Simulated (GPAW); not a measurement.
# The basis that the transmission of a Re chain with a P atom bridging one bond needs

Aim: T(E), conductance and thermopower of a Re chain with a P atom bridging one bond, and what cheaper settings cost in accuracy.

Main program and level: GPAW 26.7.0; GPAW LCAO, PAW setups; Landauer transmission from Green's functions with principal layers (ASE), zero bias.

## 1. The structure

The cell holds 15 atoms: 14 Re and 1 P. Cell: a = 9.000 Å, b = 9.000 Å, c = 31.700 Å, α = 90.0°, β = 90.0°, γ = 90.0°. Regions: left lead, 7 atoms (7 Re); channel, 1 atom (1 P); right lead, 7 atoms (7 Re). Vacuum lies along a and b. The structure is stacked along c, and the current runs across the ab planes.

## 2. GPAW, dzp

The script solves lead and junction separately, takes H and S in the orbital basis, and joins semi-infinite leads through their self-energies; the dzp basis is the working standard.

Input file run.py:

```python
import json
import numpy as np
from ase import Atoms
from ase.transport.calculators import TransportCalculator
from gpaw import GPAW, FermiDirac
from gpaw.lcao.tools import get_lcao_hamiltonian
from scipy.linalg import eigh

# The junction with lead layers at both ends, along the third cell vector
device = Atoms(
    ['Re', 'Re', 'Re', 'Re', 'Re', 'Re', 'Re', 'P', 'Re', 'Re', 'Re', 'Re', 'Re', 'Re', 'Re'],
    positions=[
        [4.50000, 4.50000, 1.12500],
        [4.50000, 4.50000, 3.37500],
        [4.50000, 4.50000, 5.62500],
        [4.50000, 4.50000, 7.87500],
        [4.50000, 4.50000, 10.12500],
        [4.50000, 4.50000, 12.37500],
        [4.50000, 4.50000, 14.62500],
        [6.22890, 4.50000, 15.85000],
        [4.50000, 4.50000, 17.07500],
        [4.50000, 4.50000, 19.32500],
        [4.50000, 4.50000, 21.57500],
        [4.50000, 4.50000, 23.82500],
        [4.50000, 4.50000, 26.07500],
        [4.50000, 4.50000, 28.32500],
        [4.50000, 4.50000, 30.57500]],
    cell=[[9.0, 0.0, 0.0], [0.0, 9.0, 0.0], [0.0, 0.0, 31.7]],
    pbc=True)

# One principal layer of the lead: the first 5 atoms of the device
lead = Atoms(
    ['Re', 'Re', 'Re', 'Re', 'Re'],
    positions=[
        [4.50000, 4.50000, 1.12500],
        [4.50000, 4.50000, 3.37500],
        [4.50000, 4.50000, 5.62500],
        [4.50000, 4.50000, 7.87500],
        [4.50000, 4.50000, 10.12500]],
    cell=[[9.0, 0.0, 0.0], [0.0, 9.0, 0.0], [0.0, 0.0, 11.25]],
    pbc=True)

settings = dict(mode='lcao', basis='dzp', xc='PBE', h=0.2,
                occupations=FermiDirac(0.1), maxiter=250,
                mixer=dict(beta=0.1, nmaxold=8, weight=100.0),
                convergence=dict(density=0.0001))
energies = np.arange(-3, 3 + 1e-9, 0.075)
eta = 0.0001
n1, n2 = 1, 1
# k and -k transmit alike, so half of the mesh across the current serves
mesh = [(i, j) for i in range(n1) for j in range(n2) if (i, j) <= (-i % n1, -j % n2)]
weights = np.array([1 if (i, j) == (-i % n1, -j % n2) else 2 for i, j in mesh]) / (n1 * n2)

# [... helper functions left out ...]
fermi_lead = ground_state(lead, (1, 1, 10), 'lead.txt')
fermi_device = ground_state(device, (1, 1, 3), 'device.txt')
# [... loop over the mesh left out, but for ...]
        # Shift the lead onto the potential of the device's first layer
        shift = ((H[:, 0, 0] - H0[:, 0, 0]) / S0[0, 0]).real.mean()
# [...]
kT = 8.617333e-5 * 300
bias = [0.1, 0.2, 0.5, 1.0, 1.5, 2.0]
# [... integrals and printing left out ...]
```

The run is started by

```console
> OMP_NUM_THREADS=1 OPENBLAS_NUM_THREADS=1 python run.py
```

The program printed:

```text
basis functions: device 391, principal layer 135
Fermi level: lead -3.0903 eV, device -3.0518 eV; lead shifted by 0.0038 eV
largest coupling past the next layer 1.50e-06 eV, largest misfit of the first layer 0.047 eV
  E-E_F (eV)   T (one spin)  [channel counts left out]
    -3.000    2.2304e+00
    -2.925    2.2160e+00
    -2.850    2.1883e+00
    -2.775    2.1492e+00
    -2.700    2.1003e+00
    -2.625    2.0435e+00
    -2.550    1.9819e+00
    -2.475    1.9201e+00
    -2.400    2.8261e+00
    -2.325    1.9016e+00
    -2.250    1.9718e+00
    -2.175    2.0510e+00
    -2.100    2.1347e+00
    -2.025    2.2324e+00
    -1.950    2.3419e+00
    -1.875    2.4618e+00
[...]
2.475    9.7969e-01
     2.550    9.7434e-01
     2.625    9.6894e-01
     2.700    9.6406e-01
     2.775    9.6285e-01
     2.850    5.0114e-01
     2.925    9.1865e-01
     3.000    9.1519e-01
conductance at 300 K: 4.825 G0 a cell; thermopower 0.2526 uV/K
current from the zero-bias T(E) at 0.1 V: 37.379 uA
current from the zero-bias T(E) at 0.2 V: 74.73 uA
current from the zero-bias T(E) at 0.5 V: 186.32 uA
current from the zero-bias T(E) at 1.0 V: 369.15 uA
current from the zero-bias T(E) at 1.5 V: 545.51 uA
current from the zero-bias T(E) at 2.0 V: 710.82 uA
```

Wall time 3.8 min (1 thread of Arm Neoverse V1, shared host); peak memory 1.3 GiB.

This step gave:

```yaml
conductance: 4.825 G₀
largest_coupling_past_the_next_principal_layer: 1.50e-6 eV
largest_misfit_of_the_first_principal_layer: 0.04704 eV
shift_that_aligns_the_lead: 0.003827 eV
basis_functions_of_the_junction: 391
basis_functions_of_a_principal_layer: 135
transmission_at_the_fermi_level_one_spin: 4.827
```

One spin. The transmission, zone mean by energy, zero at the Fermi level:

| energy (eV) | transmission, zone mean |
| --- | --- |
| -3.00 | 2.23 |
| -2.77 | 2.15 |
| -2.55 | 1.98 |
| -2.40 | 2.83 |
| -2.17 | 2.05 |
| -1.95 | 2.34 |
| -1.73 | 2.72 |
| -1.57 | 2.95 |
| -1.35 | 3.21 |
| -1.12 | 3.28 |
| -0.90 | 4.55 |
| -0.75 | 4.62 |
| -0.53 | 4.72 |
| -0.30 | 4.81 |
| -0.07 | 4.84 |
| 0.00 | 4.83 |
| 0.07 | 4.81 |
| 0.30 | 4.72 |
| 0.53 | 4.54 |
| 0.75 | 4.26 |
| 0.90 | 3.99 |
| 1.12 | 2.79 |
| 1.35 | 2.02 |
| 1.57 | 1.86 |
| 1.73 | 1.85 |
| 1.95 | 1.65 |
| 2.17 | 0.998 |
| 2.40 | 0.985 |
| 2.55 | 0.974 |
| 2.77 | 0.963 |
| 3.00 | 0.915 |

Not self-consistent under bias; the bias window is split evenly. The current through one cell, from the zero-bias transmission by bias:

| bias (V) | current through one cell, from the zero-bias transmission (mA) |
| --- | --- |
| 0.100 | 0.0374 |
| 0.200 | 0.0747 |
| 0.500 | 0.186 |
| 1.000 | 0.369 |
| 1.500 | 0.546 |
| 2.000 | 0.711 |

Transmission of the three most open eigenchannels against energy, zero at the Fermi level:

| energy (eV) | channel 1 | channel 2 | channel 3 |
| --- | --- | --- | --- |
| -3.0000 | 0.958 | 0.685 | 0.587 |
| -2.7750 | 0.965 | 0.748 | 0.436 |
| -2.4750 | 0.971 | 0.783 | 0.166 |
| -2.2500 | 0.974 | 0.819 | 0.163 |
| -2.0250 | 0.978 | 0.818 | 0.403 |
| -1.7250 | 0.983 | 0.798 | 0.660 |
| -1.5000 | 0.987 | 0.807 | 0.764 |
| -1.2750 | 0.992 | 0.885 | 0.708 |
| -0.9750 | 0.998 | 0.917 | 0.890 |
| -0.7500 | 0.995 | 0.973 | 0.902 |
| -0.5250 | 0.981 | 0.981 | 0.909 |
| -0.2250 | 0.983 | 0.961 | 0.922 |
| 0.0000 | 0.981 | 0.958 | 0.953 |
| 0.2250 | 0.979 | 0.969 | 0.947 |
| 0.5250 | 0.976 | 0.965 | 0.933 |
| 0.7500 | 0.971 | 0.952 | 0.917 |
| 0.9750 | 0.968 | 0.904 | 0.882 |
| 1.2750 | 0.966 | 0.879 | 0.172 |
| 1.5000 | 0.961 | 0.885 | 0.0352 |
| 1.7250 | 0.944 | 0.878 | 0.0290 |
| 2.0250 | 0.865 | 2.9e-6 | 2.3e-6 |
| 2.2500 | 0.994 | 2.9e-6 | 2.8e-11 |
| 2.4750 | 0.980 | 2.9e-6 | 2.8e-11 |
| 2.7750 | 0.963 | 3.0e-6 | 2.9e-11 |
| 3.0000 | 0.915 | 2.9e-6 | 2.7e-11 |

Couplings past the next layer reach 1.5e-6 eV, small enough to drop; the matrix elements of the cell's first layer differ from the bulk lead's by up to 0.047 eV. That layer keeps its own values in the calculation, and only beyond it is the lead taken as perfect. The Fermi levels of lead and junction count from different zeros of potential, one for each periodic cell; with both set to zero, the small remaining shift is what aligns them. Without spin-orbit coupling, which is large for these atoms, channel counts and T are those of the scalar-relativistic bands. By hand: G = 4.825 × 77.48 μS = 374 μS, a resistance of 2.67 kΩ; at 0.1 V a linear junction would pass 37.4 μA, and the integral over the bias window gives 37.4 μA.

## 3. Single-zeta polarised basis

One radial function a shell plus polarisation makes the matrices smaller; the question is what that costs.

Changes to run.py since step 2:

```diff
@@ -42,3 +42,3 @@
 
-settings = dict(mode='lcao', basis='dzp', xc='PBE', h=0.2,
+settings = dict(mode='lcao', basis='szp(dzp)', xc='PBE', h=0.2,
                 occupations=FermiDirac(0.1), maxiter=250,
```

The program printed:

```text
basis functions: device 219, principal layer 75
Fermi level: lead -2.9483 eV, device -2.9460 eV; lead shifted by 0.0026 eV
largest coupling past the next layer 1.50e-06 eV, largest misfit of the first layer 0.048 eV
  E-E_F (eV)   T (one spin)  [channel counts left out]
    -3.000    2.1734e+00
    -2.925    2.1517e+00
    -2.850    2.1185e+00
    -2.775    2.0753e+00
    -2.700    2.0239e+00
    -2.625    1.9671e+00
    -2.550    1.9087e+00
    -2.475    1.8543e+00
    -2.400    1.8345e+00
    -2.325    1.8779e+00
    -2.250    1.9365e+00
    -2.175    2.0123e+00
    -2.100    2.1017e+00
    -2.025    2.2041e+00
    -1.950    2.3191e+00
    -1.875    2.4440e+00
[...]
2.475    9.8388e-01
     2.550    9.7927e-01
     2.625    9.7501e-01
     2.700    9.7263e-01
     2.775    9.8516e-01
     2.850    9.1619e-01
     2.925    9.2789e-01
     3.000    9.2269e-01
conductance at 300 K: 4.8278 G0 a cell; thermopower 0.2519 uV/K
current from the zero-bias T(E) at 0.1 V: 37.4 uA
current from the zero-bias T(E) at 0.2 V: 74.768 uA
current from the zero-bias T(E) at 0.5 V: 186.36 uA
current from the zero-bias T(E) at 1.0 V: 368.9 uA
current from the zero-bias T(E) at 1.5 V: 544.37 uA
current from the zero-bias T(E) at 2.0 V: 707.96 uA
```

Run time: 2.1 min. Hardware: 1 thread; peak memory 1.2 GiB.

Numbers from this step:

```
conductance                                 : 4.828 G₀
largest misfit of the first principal layer : 0.04834 eV
shift that aligns the lead                  : 0.002628 eV
basis functions of the junction             : 219
basis functions of a principal layer        : 75
transmission at the Fermi level (one spin)  : 4.830
```

One spin. Table of transmission, zone mean by energy, zero at the Fermi level:

| energy (eV) | transmission, zone mean |
| --- | --- |
| -3.0000 | 2.17 |
| -2.7750 | 2.08 |
| -2.4750 | 1.85 |
| -2.2500 | 1.94 |
| -2.0250 | 2.20 |
| -1.7250 | 2.70 |
| -1.5000 | 3.03 |
| -1.2750 | 3.23 |
| -0.9750 | 4.36 |
| -0.7500 | 4.59 |
| -0.5250 | 4.71 |
| -0.2250 | 4.82 |
| -0.0750 | 4.84 |
| 0.0000 | 4.83 |
| 0.2250 | 4.75 |
| 0.5250 | 4.52 |
| 0.7500 | 4.24 |
| 0.9750 | 3.76 |
| 1.2750 | 2.14 |
| 1.5000 | 1.88 |
| 1.7250 | 1.85 |
| 2.0250 | 0.945 |
| 2.2500 | 0.997 |
| 2.4750 | 0.984 |
| 2.7750 | 0.985 |
| 3.0000 | 0.923 |

Not self-consistent under bias; the bias window is split evenly. The current through one cell, from the zero-bias transmission by bias:

| bias (V) | current through one cell, from the zero-bias transmission (mA) |
| --- | --- |
| 0.100 | 0.0374 |
| 0.200 | 0.0748 |
| 0.500 | 0.186 |
| 1.000 | 0.369 |
| 1.500 | 0.544 |
| 2.000 | 0.708 |

Transmission of the three most open eigenchannels against energy, zero at the Fermi level:

| energy (eV) | channel 1 | channel 2 | channel 3 |
| --- | --- | --- | --- |
| -3.00 | 0.960 | 0.684 | 0.529 |
| -2.85 | 0.965 | 0.724 | 0.430 |
| -2.70 | 0.968 | 0.748 | 0.308 |
| -2.55 | 0.971 | 0.763 | 0.175 |
| -2.33 | 0.974 | 0.800 | 0.0807 |
| -2.17 | 0.977 | 0.804 | 0.230 |
| -2.02 | 0.979 | 0.801 | 0.368 |
| -1.88 | 0.981 | 0.793 | 0.505 |
| -1.73 | 0.984 | 0.778 | 0.640 |
| -1.57 | 0.986 | 0.754 | 0.752 |
| -1.35 | 0.990 | 0.857 | 0.700 |
| -1.20 | 0.996 | 0.895 | 0.732 |
| -1.05 | 0.994 | 0.894 | 0.864 |
| -0.90 | 0.996 | 0.949 | 0.891 |
| -0.75 | 0.992 | 0.972 | 0.897 |
| -0.60 | 0.984 | 0.979 | 0.902 |
| -0.38 | 0.984 | 0.967 | 0.916 |
| -0.23 | 0.982 | 0.957 | 0.932 |
| -0.07 | 0.981 | 0.963 | 0.950 |
| 0.00 | 0.980 | 0.972 | 0.948 |
| 0.07 | 0.979 | 0.977 | 0.946 |
| 0.23 | 0.982 | 0.978 | 0.942 |
| 0.38 | 0.981 | 0.976 | 0.936 |
| 0.60 | 0.972 | 0.971 | 0.926 |
| 0.75 | 0.969 | 0.959 | 0.916 |
| 0.90 | 0.965 | 0.932 | 0.899 |
| 1.05 | 0.964 | 0.860 | 0.839 |
| 1.20 | 0.961 | 0.877 | 0.297 |
| 1.35 | 0.956 | 0.891 | 0.0995 |
| 1.57 | 0.940 | 0.900 | 0.0156 |
| 1.73 | 0.907 | 0.903 | 0.0384 |
| 1.88 | 0.881 | 0.777 | 0.0353 |
| 2.02 | 0.945 | 2.4e-6 | 8.1e-9 |
| 2.17 | 0.999 | 2.4e-6 | 3.9e-12 |
| 2.33 | 0.993 | 2.5e-6 | 0 |
| 2.55 | 0.979 | 2.5e-6 | 0 |
| 2.70 | 0.973 | 2.5e-6 | 0 |
| 2.85 | 0.916 | 2.5e-6 | 0 |
| 3.00 | 0.923 | 2.6e-6 | 0 |

The conductance equals that of the dzp run to 0.2 %.

## 4. GPAW, sz: basis = "sz(dzp)"

The minimal basis is the cheapest rung: no second zeta and no polarisation.

Changes to run.py since step 3:

```diff
@@ -42,3 +42,3 @@
 
-settings = dict(mode='lcao', basis='szp(dzp)', xc='PBE', h=0.2,
+settings = dict(mode='lcao', basis='sz(dzp)', xc='PBE', h=0.2,
                 occupations=FermiDirac(0.1), maxiter=250,
```

The program printed:

```text
basis functions: device 172, principal layer 60
Fermi level: lead -2.9933 eV, device -3.0178 eV; lead shifted by 0.0055 eV
largest coupling past the next layer 1.49e-06 eV, largest misfit of the first layer 0.043 eV
  E-E_F (eV)   T (one spin)  [channel counts left out]
    -3.000    2.1051e+00
    -2.925    2.0694e+00
    -2.850    2.0278e+00
[...]
2.925    9.4801e-01
     3.000    9.4360e-01
conductance at 300 K: 4.8696 G0 a cell; thermopower 0.2941 uV/K
current from the zero-bias T(E) at 0.1 V: 37.724 uA
current from the zero-bias T(E) at 0.2 V: 75.415 uA
current from the zero-bias T(E) at 0.5 V: 187.96 uA
current from the zero-bias T(E) at 1.0 V: 372.71 uA
current from the zero-bias T(E) at 1.5 V: 551.43 uA
current from the zero-bias T(E) at 2.0 V: 718.21 uA
```

The job ended after 65 s (1 thread; peak memory 1.2 GiB).

Numbers from this step:

```yaml
conductance: 4.870 G₀
largest_coupling_past_the_next_principal_layer: 1.49e-6 eV
largest_misfit_of_the_first_principal_layer: 0.04270 eV
shift_that_aligns_the_lead: 0.005470 eV
basis_functions_of_the_junction: 172
basis_functions_of_a_principal_layer: 60
transmission_at_the_fermi_level_one_spin: 4.872
```

One spin. Transmission, zone mean against energy, zero at the Fermi level:

| energy (eV) | transmission, zone mean |
| --- | --- |
| -3.0000 | 2.11 |
| -2.7750 | 1.98 |
| -2.4750 | 1.82 |
| -2.2500 | 1.95 |
| -2.0250 | 2.26 |
| -1.7250 | 2.76 |
| -1.5000 | 3.09 |
| -1.2750 | 3.31 |
| -0.9750 | 4.46 |
| -0.7500 | 4.71 |
| -0.5250 | 4.80 |
| -0.2250 | 4.88 |
| -0.1500 | 4.88 |
| 0.0000 | 4.87 |
| 0.2250 | 4.77 |
| 0.5250 | 4.58 |
| 0.7500 | 4.30 |
| 0.9750 | 3.80 |
| 1.2750 | 2.14 |
| 1.5000 | 1.89 |
| 1.7250 | 1.89 |
| 2.0250 | 0.351 |
| 2.2500 | 0.997 |
| 2.4750 | 0.997 |
| 2.7750 | 0.997 |
| 3.0000 | 0.944 |

The conductance, 4.87 G₀, lies 0.9 % above that of the dzp run.

## 5. LDA in the dzp basis: xc = "LDA"

Back in the dzp basis, the functional changes from PBE to LDA, to set the spread between functionals beside that between bases.

Changes to run.py since step 4:

```diff
@@ -42,3 +42,3 @@
 
-settings = dict(mode='lcao', basis='sz(dzp)', xc='PBE', h=0.2,
+settings = dict(mode='lcao', basis='dzp', xc='LDA', h=0.2,
                 occupations=FermiDirac(0.1), maxiter=250,
```

The program printed:

```text
basis functions: device 391, principal layer 135
Fermi level: lead -3.3546 eV, device -3.3140 eV; lead shifted by 0.0045 eV
largest coupling past the next layer 1.62e-06 eV, largest misfit of the first layer 0.045 eV
  E-E_F (eV)   T (one spin)  [channel counts left out]
    -3.000    2.2540e+00
    -2.925    2.2438e+00
    -2.850    2.2192e+00
[...]
2.925    9.2163e-01
     3.000    9.1902e-01
conductance at 300 K: 4.8499 G0 a cell; thermopower 0.2878 uV/K
current from the zero-bias T(E) at 0.1 V: 37.572 uA
current from the zero-bias T(E) at 0.2 V: 75.113 uA
current from the zero-bias T(E) at 0.5 V: 187.26 uA
current from the zero-bias T(E) at 1.0 V: 370.95 uA
current from the zero-bias T(E) at 1.5 V: 548.06 uA
current from the zero-bias T(E) at 2.0 V: 713.56 uA
```

Run time: 2.9 min. Hardware: 1 thread; peak memory 1.3 GiB.

This step gave:

| Quantity | Value |
| --- | --- |
| conductance | 4.850 G₀ |
| largest coupling past the next principal layer | 1.62e-6 eV |
| largest misfit of the first principal layer | 0.04479 eV |
| shift that aligns the lead | 0.004461 eV |
| basis functions of the junction | 391 |
| basis functions of a principal layer | 135 |
| transmission at the Fermi level (one spin) | 4.852 |

The conductance, 4.85 G₀, lies 0.5 % above that of the dzp run.

## 6. The ladder

Times are for 1 thread of Arm Neoverse V1, shared host. The runs compared:

| no. | run | conductance (G₀) | time | memory (GiB) |
| --- | --- | --- | --- | --- |
| 1 | dzp | 4.825 | 3.8 min | 1.3 |
| 2 | szp | 4.828 | 2.1 min | 1.2 |
| 3 | sz | 4.870 | 65 s | 1.2 |
| 4 | dzp LDA | 4.850 | 2.9 min | 1.3 |

## 7. Comparison

The curves are compared point by point over the common energies.

This step: comparison of transmission and cost over codes and levels (GPAW 26.7.0).

Ladder, by row:

| step | code | T at the Fermi level (sum over the listed spins) | conductance (G0) | r.m.s. T(E) from the first | wall time (s) | peak memory (GiB) | threads |
| --- | --- | --- | --- | --- | --- | --- | --- |
| dzp | GPAW | 4.827 | 4.825 | 0 | 227.2 | 1.3 | 1 |
| szp | GPAW | 4.83 | 4.828 | 0.1369 | 124.6 | 1.25 | 1 |
| sz | GPAW | 4.872 | 4.87 | 0.1565 | 64.67 | 1.21 | 1 |
| dzp-LDA | GPAW | 4.852 | 4.85 | 0.07464 | 175.6 | 1.31 | 1 |

The transmission, zone mean, sum over the listed spins by energy, zero at the Fermi level:

| energy (eV) | dzp | szp | sz | dzp-LDA |
| --- | --- | --- | --- | --- |
| -3.0000 | 2.23 | 2.17 | 2.11 | 2.25 |
| -2.7750 | 2.15 | 2.08 | 1.98 | 2.18 |
| -2.4750 | 1.92 | 1.85 | 1.82 | 1.95 |
| -2.4000 | 2.83 | 1.83 | 1.82 | 2.88 |
| -2.2500 | 1.97 | 1.94 | 1.95 | 2.00 |
| -2.0250 | 2.23 | 2.20 | 2.26 | 2.24 |
| -1.7250 | 2.72 | 2.70 | 2.76 | 2.71 |
| -1.5000 | 3.05 | 3.03 | 3.09 | 3.05 |
| -1.2750 | 3.27 | 3.23 | 3.31 | 3.28 |
| -0.9750 | 4.45 | 4.36 | 4.46 | 4.46 |
| -0.7500 | 4.62 | 4.59 | 4.71 | 4.65 |
| -0.5250 | 4.72 | 4.71 | 4.80 | 4.75 |
| -0.2250 | 4.82 | 4.82 | 4.88 | 4.85 |
| -0.1500 | 4.84 | 4.84 | 4.88 | 4.86 |
| -0.0750 | 4.84 | 4.84 | 4.88 | 4.86 |
| 0.0000 | 4.83 | 4.83 | 4.87 | 4.85 |
| 0.2250 | 4.75 | 4.75 | 4.77 | 4.77 |
| 0.5250 | 4.54 | 4.52 | 4.58 | 4.56 |
| 0.7500 | 4.26 | 4.24 | 4.30 | 4.28 |
| 0.9750 | 3.78 | 3.76 | 3.80 | 3.79 |
| 1.2750 | 2.19 | 2.14 | 2.14 | 2.21 |
| 1.5000 | 1.88 | 1.88 | 1.89 | 1.88 |
| 1.7250 | 1.85 | 1.85 | 1.89 | 1.86 |
| 2.0250 | 0.865 | 0.945 | 0.351 | 1.50 |
| 2.2500 | 0.994 | 0.997 | 0.997 | 0.997 |
| 2.4750 | 0.980 | 0.984 | 0.997 | 0.983 |
| 2.7750 | 0.963 | 0.985 | 0.997 | 0.967 |
| 3.0000 | 0.915 | 0.923 | 0.944 | 0.919 |

[end of part 1 of 2]

[Logs are printed without paths, hosts, clocks, repeated set-up lines and the standing remarks that a program may print on its own settings, such as how far it seeks lower states.]

[Hosts, paths, dates, database ids (printed as entryN), source tags and the programs' standing remarks are cut or masked in the printed files.]
